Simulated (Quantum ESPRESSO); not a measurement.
# O K-edge XANES of SnO2 (Cassiterite, P4_2/mnm), part 2 of 4

What does one-electron theory with a core hole give for the O K edge of SnO2 (Cassiterite, P4_2/mnm)?

Quantum ESPRESSO 7.5; X-ray absorption near-edge structure, plane-wave PAW PBE, one-electron final states by a Lanczos continued fraction.

So far. Step 2 (Ground state of the crystal): The mesh shows a gap of 1.25 eV, so the hole is first treated in a charged cell, without the excited electron. Step 3 (Spectrum without a core hole, O atom 3): Main maxima below 24 eV (height): 4.5 eV (1.50), 7.8 eV (1.42), 9.8 eV (2.37), 11.3 eV (3.32), 18.9 eV (0.65) and 23.3 eV (0.76). A K edge sees empty p states on the absorber.

## Step 6: The atom with a core hole

Level of this step: all-electron atom with a core hole and its PAW potential, PBE, scalar-relativistic (Quantum ESPRESSO).

The final state has one core electron fewer, so a PAW data set is made for an atom with that hole.

Input file O.pbe-n-kjpaw-1sch.ld1.in:

```
&input
   title='O', zed=8., rel=1, iswitch=3, dft='PBE',
   config='1s1 2s2 2p5'
/
&inputp
   file_pseudopw='O.pbe-n-kjpaw-1sch.UPF', author='',
   lpaw=.true.,
   pseudotype=3,
   lloc=-1,
   rcloc=1.1,
   which_augfun='PSQ',
   rmatch_augfun_nc=.true.,
   nlcc=.true.,
   new_core_ps=.true.,
   rcore=0.7,
   tm=.true.,
   zval=7,
   lgipaw_reconstruction=.true., use_paw_as_gipaw=.true.
/
4
2S  1  0  2.00  0.00  1.00  1.30  0.0
2S  1  0  0.00  1.00  1.00  1.30  0.0
2P  2  1  5.00  0.00  0.90  1.35  0.0
2P  2  1  0.00  0.05  0.90  1.35  0.0
```

Run with:

```
> ld1.x < O.pbe-n-kjpaw-1sch.ld1.in > O.pbe-n-kjpaw-1sch.ld1.out
```

Output:

```text
     [... banner and references ...]
PAW data will be used for GIPAW calculation
     --------------------------- All-electron run ----------------------------

     O
     scalar relativistic calculation

     atomic number is  8.00
     dft =PBE   lsd =0 sic =0 latt =0  beta=0.20 tr2=1.0E-14
     Exchange-correlation= PBE
                           (   1   4   3   4   0   0   0)
     mesh =1095 r(mesh) =  99.04343 a.u. xmin = -7.00 dx = 0.01250
     1 Ry =  13.60569312 eV, c = 137.03599908

     n l     nl                  e(Ry)          e(Ha)          e(eV)
     1 0     1S 1( 1.00)       -42.2555       -21.1277      -574.9151
     2 0     2S 1( 2.00)        -1.9484        -0.9742       -26.5092
     2 1     2P 1( 5.00)        -0.8534        -0.4267       -11.6109

     final scf error:  8.9E-15 reached in  28 iterations

     Etot =    -110.691273 Ry,     -55.345636 Ha,   -1506.031488 eV

     Ekin =     110.377054 Ry,      55.188527 Ha,    1501.756329 eV
     Encl =    -271.747232 Ry,    -135.873616 Ha,   -3697.309445 eV
     Eh   =      64.143532 Ry,      32.071766 Ha,     872.717207 eV
     Exc  =     -13.464627 Ry,      -6.732313 Ha,    -183.195579 eV

     normalization and overlap integrals

     s(1S/1S) =  1.000000  <r> =   0.1922  <r2> =    0.0497  r(max) =   0.1266
     s(1S/2S) = -0.000243
     s(2S/2S) =  1.000000  <r> =   1.0648  <r2> =    1.3830  r(max) =   0.8151
     s(2P/2P) =  1.000000  <r> =   1.0977  <r2> =    1.6069  r(max) =   0.7104

     ------------------------ End of All-electron run ------------------------

     --------------------- Generating PAW atomic setup --------------------

      Generating local potential from pseudized AE potential:
      Matching radius rcloc =   1.1000

[...]
(   1   4   3   4   0   0   0)
     mesh =1095 r(mesh) =  99.04343 a.u. xmin = -7.00 dx = 0.01250
     1 Ry =  13.60569312 eV, c = 137.03599908

     n l     nl                  e(Ry)          e(Ha)          e(eV)
[...]
final scf error:  8.9E-15 reached in  28 iterations

     Etot =    -110.691273 Ry,     -55.345636 Ha,   -1506.031488 eV

     Ekin =     110.377054 Ry,      55.188527 Ha,    1501.756329 eV
     Encl =    -271.747232 Ry,    -135.873616 Ha,   -3697.309445 eV
     Eh   =      64.143532 Ry,      32.071766 Ha,     872.717207 eV
     Exc  =     -13.464627 Ry,      -6.732313 Ha,    -183.195579 eV

     normalization and overlap integrals

     s(1S/1S) =  1.000000  <r> =   0.1922  <r2> =    0.0497  r(max) =   0.1266
     s(1S/2S) = -0.000243
     s(2S/2S) =  1.000000  <r> =   1.0648  <r2> =    1.3830  r(max) =   0.8151
     s(2P/2P) =  1.000000  <r> =   1.0977  <r2> =    1.6069  r(max) =   0.7104

     ------------------------ End of All-electron run ------------------------

     ---------------------- Testing the pseudopotential ----------------------

     O
     scalar relativistic calculation

     atomic number is  8.00   valence charge is  7.00
     dft = SLA  PW   PBX  PBC   lsd =0 sic =0 latt =0  beta=0.20 tr2=1.0E-14
     mesh =1095 r(mesh) =  99.04343 xmin = -7.00 dx = 0.01250

     n l     nl             e AE (Ry)        e PS (Ry)    De AE-PS (Ry)
     1 0     2S   1( 2.00)       -1.94839       -1.94839        0.00000
     2 1     2P   1( 5.00)       -0.85338       -0.85339        0.00001

     eps = 6.1E-18  iter =  4

     Etot =    -110.691273 Ry,     -55.345636 Ha,   -1506.031488 eV
     Etotps =   -51.563652 Ry,     -25.781826 Ha,    -701.559225 eV

     Ekin =      48.398334 Ry,      24.199167 Ha,     658.492884 eV
     Encl =    -128.343327 Ry,     -64.171663 Ha,   -1746.199920 eV
     Ehrt =      41.845963 Ry,      20.922981 Ha,     569.343330 eV
     Ecxc =     -13.464622 Ry,      -6.732311 Ha,    -183.195520 eV
     (Ecc =      -0.076871 Ry,      -0.038436 Ha,      -1.045890 eV)

     ---------------------- End of pseudopotential test ----------------------
```

Wall time 0.86 s (1 MPI rank of Intel Xeon 6975P-C (Granite Rapids), shared host); peak memory 0.12 GiB.

Removing the core electron and adding it to the valence shell costs the free atom 534.9 eV.

## Step 7: Supercell with FCH, O atom 3

The holes are 5.7 Å apart. The excited electron is left out and a uniform background balances the charge.

Input file scf.in:

```
&control
   calculation='scf', prefix='x', pseudo_dir='../pp', outdir='tmp', tprnfor=.true.
/
&system
   ibrav=0, nat=12, ntyp=3, nbnd=56
   ecutwfc=50, ecutrho=360
   occupations='fixed'
   tot_charge=1
/
&electrons
   conv_thr=1.2e-07, electron_maxstep=120
   mixing_beta=0.5
/
ATOMIC_SPECIES
Sn 1.0 Sn.pbe-dn-kjpaw.UPF
O0 1.0 O.pbe-n-kjpaw-1sch.UPF
O 1.0 O.pbe-n-kjpaw.UPF
CELL_PARAMETERS angstrom
  4.73800000 0.00000000 3.18650000
  0.00000000 4.73800000 3.18650000
  0.00000000 -4.73800000 3.18650000
ATOMIC_POSITIONS crystal
Sn   0.50000000 0.25000000 0.75000000
Sn   0.50000000 0.75000000 0.25000000
Sn   0.00000000 0.00000000 0.00000000
Sn   0.00000000 0.50000000 0.50000000
O0   0.80710000 0.94290000 0.75000000
O    0.80710000 0.44290000 0.25000000
O    0.69290000 0.00000000 0.30710000
O    0.69290000 0.50000000 0.80710000
O    0.19290000 0.55710000 0.75000000
O    0.19290000 0.05710000 0.25000000
O    0.30710000 0.00000000 0.69290000
O    0.30710000 0.50000000 0.19290000
K_POINTS automatic
4 4 4 0 0 0
```

Run with:

```
> OMP_NUM_THREADS=1 mpirun --oversubscribe --bind-to none -np 4 pw.x -nk 4 -in scf.in > scf.out
```

Output:

```text
     [... banner and references ...]
[banner, memory and clock lines left out]
using ibrav=0 with symmetry is DISCOURAGED, use correct ibrav instead

     G-vector sticks info

     bravais-lattice index     =            0
     lattice parameter (alat)  =      10.7901  a.u.
     unit-cell volume          =     965.4519 (a.u.)^3
     number of atoms/cell      =           12
     number of atomic types    =            3
     number of electrons       =       104.00
     number of Kohn-Sham states=           56
     kinetic-energy cutoff     =      50.0000  Ry
     charge density cutoff     =     360.0000  Ry
     scf convergence threshold =      1.2E-07
     mixing beta               =       0.5000
     number of iterations used =            8  plain     mixing
     Exchange-correlation= SLA  PW   PBX  PBC
                           (   1   4   3   4   0   0   0)

     celldm(1)=  10.790059  celldm(2)=   0.000000  celldm(3)=   0.000000
     celldm(4)=   0.000000  celldm(5)=   0.000000  celldm(6)=   0.000000

     crystal axes: (cart. coord. in units of alat)
               a(1) = (   0.829794   0.000000   0.558070 )
               a(2) = (   0.000000   0.829794   0.558070 )
               a(3) = (   0.000000  -0.829794   0.558070 )

     reciprocal axes: (cart. coord. in units 2 pi/alat)
               b(1) = (  1.205119  0.000000 -0.000000 )
               b(2) = ( -0.602559  0.602559  0.895944 )
               b(3) = ( -0.602559 -0.602559  0.895944 )

     PseudoPot. #1 for Sn:     Pseudo is Projector augmented-wave + core cor, Zval = 14.0

     ../pp/O.pbe-n-kjpaw-1sch.UPF
     Pseudo is Projector augmented-wave + core cor, Zval =  7.0
     Shape of augmentation charge: PSQ
[...]
iteration # 13     ecut=    50.00 Ry     beta= 0.50
     Davidson diagonalization with overlap
     ethr =  1.03E-09,  avg # of iterations =  4.4

     End of self-consistent calculation

          k = 0.0000 0.0000 0.0000 (  5777 PWs)   bands (ev):

   -13.5020 -11.4661 -11.2433 -10.9846 -10.9136 -10.8901 -10.6380 -10.5916
   -10.5761 -10.5553 -10.4949 -10.4348 -10.3869 -10.3848 -10.3664 -10.3237
   -10.2423 -10.2083  -9.9178  -9.8588  -9.8498  -8.6853  -7.3866  -7.3735
    -7.3124  -6.1622  -5.9446  -5.6759   0.1814   0.6324   1.8539   2.8314
     3.1744   3.8084   5.0549   5.3566   5.9834   6.2871   6.5314   7.1607
     7.1734   7.2409   7.5317   7.7731   8.1682   8.4895   8.7984   8.8831
     8.9116   8.9803   9.0841   9.7230  10.6185  14.2076  14.4935  15.5105

     [... bands of 17 further k-points ...]

     highest occupied, lowest unoccupied level (ev):     9.7230   10.6185

!    total energy              =   -2112.77267262 Ry
     total all-electron energy =    -50584.339681 Ry
     estimated scf accuracy    <       0.00000002 Ry

     The total energy is the sum of the following terms:
     one-electron contribution =    -253.33814343 Ry
     hartree contribution      =     214.69114430 Ry
     xc contribution           =    -254.80578512 Ry
     ewald contribution        =    -623.97053367 Ry
     one-center paw contrib.   =   -1195.34935469 Ry

     convergence has been achieved in  13 iterations

     Forces acting on atoms (cartesian axes, Ry/au):

     atom    1 type  1   force =    -0.08260711    0.08260711    0.00000000
     atom    2 type  1   force =    -0.00321735    0.00321735   -0.00000000
     atom    3 type  1   force =     0.06213004   -0.06213004    0.10031201
[...]
atom   11 type  3   force =    -0.00801354   -0.01414119    0.00530571
     atom   12 type  3   force =    -0.00801354   -0.01414119   -0.00530571

     Total force =     0.231247     Total SCF correction =     0.000145

     XML data file, charge density, pseudopotentials, collected wavefunctions
```

The job ended after 40 s (4 MPI ranks; peak memory 0.24 GiB).

Energy with the hole: -688235.002 eV, cores included.

(Part 2 of 4 ends here.)

[Banner, clock and machine lines of the logs are left out without a mark of their own.]

[Logs are printed without paths, hosts, clocks, repeated set-up lines and the standing remarks that a program may print on its own settings, such as how far it seeks lower states.]

[Hosts, paths, dates, database ids (printed as entryN), source tags and the programs' standing remarks are cut or masked in the printed files.]

[Lists of maxima count a maximum above −3 eV only where it reaches 4 % of the highest in the window and stands out from its surroundings by 2 % of it (1.5 % where it reaches 55 %); shoulders and weaker maxima are passed over, and of the rest the first, up to two pre-edge ones and the few strongest are named.]
